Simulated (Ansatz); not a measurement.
**LiPtF3 (built on the sites of a database entry of KPdF3): from the cell to its phonons**

The cell of LiPtF3 (built on the sites of a database entry of KPdF3) is at rest. What are its phonons? After the zone centre comes a 4×4×4 q mesh on a 8×8×8 k mesh.

Calculated with Ansatz 0.2.0; DFT LDA, scalar-relativistic, plane waves, PAW.

The structure was built from a prototype and need not be the compound's stable phase.

## Step 1: The starting structure

The structure is cubic, space group Pm-3m (No. 221). The conventional cell has a = 4.209 Å, b = 4.209 Å, c = 4.209 Å, α = 90.00°, β = 90.00°, γ = 90.00°. Nearest to Li lie 12 F at 2.98 Å. Nearest to Pt lie 6 F at 2.10 Å. F has 2 Pt at 2.10 Å nearest. Farther neighbours and most contacts between anions are not listed.

## Step 2: Linear response at the zone centre

The cell comes from relaxations at this level that are not shown. The zone centre comes first: it holds the modes that light can see, as far as symmetry allows. No field response is asked, since the mesh shows no gap.

Input file input.yaml:

```yaml
crystal:
  lattice:
    - [4.2088759491, 0.0, 0.0]
    - [0.0, 4.2088759491, 0.0]
    - [0.0, 0.0, 4.2088759491]
  atoms:
    - { symbol: Li, position: [0.5, 0.5, 0.5] }
    - { symbol: Pt, position: [0.0, 0.0, 0.0] }
    - { symbol: F, position: [0.0, 0.5, 0.0] }
    - { symbol: F, position: [0.0, 0.0, 0.5] }
    - { symbol: F, position: [0.5, 0.0, 0.0] }
kpoints:
  mp_grid: { grid: [8, 8, 8] }
hamiltonian:
  xc: lda
scf:
  occupations: { method: methfessel_paxton, width: 0.2 }
output:
  eigenvalues: true
phonons:
  method: dfpt
```

Command:

```sh
> ansatz run input.yaml --threads 8 --pin off --max-ram 14336MiB --backend cpu --events-out ev --progress --plain --runs-dir out
```

The runs that follow: the dispersion; isotope substitution. Settings of the main run: cutoff 420 eV, 8×8×8 k-mesh, 4×4×4 q-mesh, Methfessel-Paxton occupations, smearing width 0.2 eV.

**Question.** What will these runs give for the highest optical mode at the zone centre, lowest optical zone-centre mode, lowest mode on the q mesh and highest frequency on the path or at a solved wavevector?

Modes are clearly imaginary (beyond 10i cm⁻¹) at 10 of the 10 irreducible wavevectors, most at q = (-0.5, -0.5, -0.5) (225.4i cm⁻¹), so this structure is not a minimum of the energy. The optical modes at Γ span -220 to 510 cm⁻¹ (negative means imaginary). The highest mode in this list at Γ, 509.9 cm⁻¹, is mostly motion of F (90 % of the kinetic energy).

| Quantity | Value |
| --- | --- |
| volume per atom | 14.9 Å³ |
| electronic character | no gap on this mesh |
| highest optical mode at the zone centre (no LO-TO term) | 510 cm⁻¹ |
| lowest optical zone-centre mode | -220 cm⁻¹ |
| lowest mode on the q mesh (acoustic modes at Γ apart) | -225 cm⁻¹ |
| highest frequency on the path or at a solved wavevector | 510 cm⁻¹ |
| imaginary modes on the 4×4×4 q mesh | yes |

With no gap, or one that is small against the smearing, the frequencies hang on the k mesh and the smearing, most of all near Kohn anomalies. Spin-orbit coupling is left out, which can matter for the heavy elements here. The starting cell was built on a prototype and not taken from a measurement, so the phase need not exist. These are harmonic frequencies at zero temperature: anharmonic shifts, linewidths and thermal expansion are left out.

[Logs are printed without paths, hosts, clocks, repeated set-up lines and the standing remarks that a program may print on its own settings, such as how far it seeks lower states.]

[Hosts, paths, dates, database ids (printed as entryN), source tags and the programs' standing remarks are cut or masked in the printed files.]
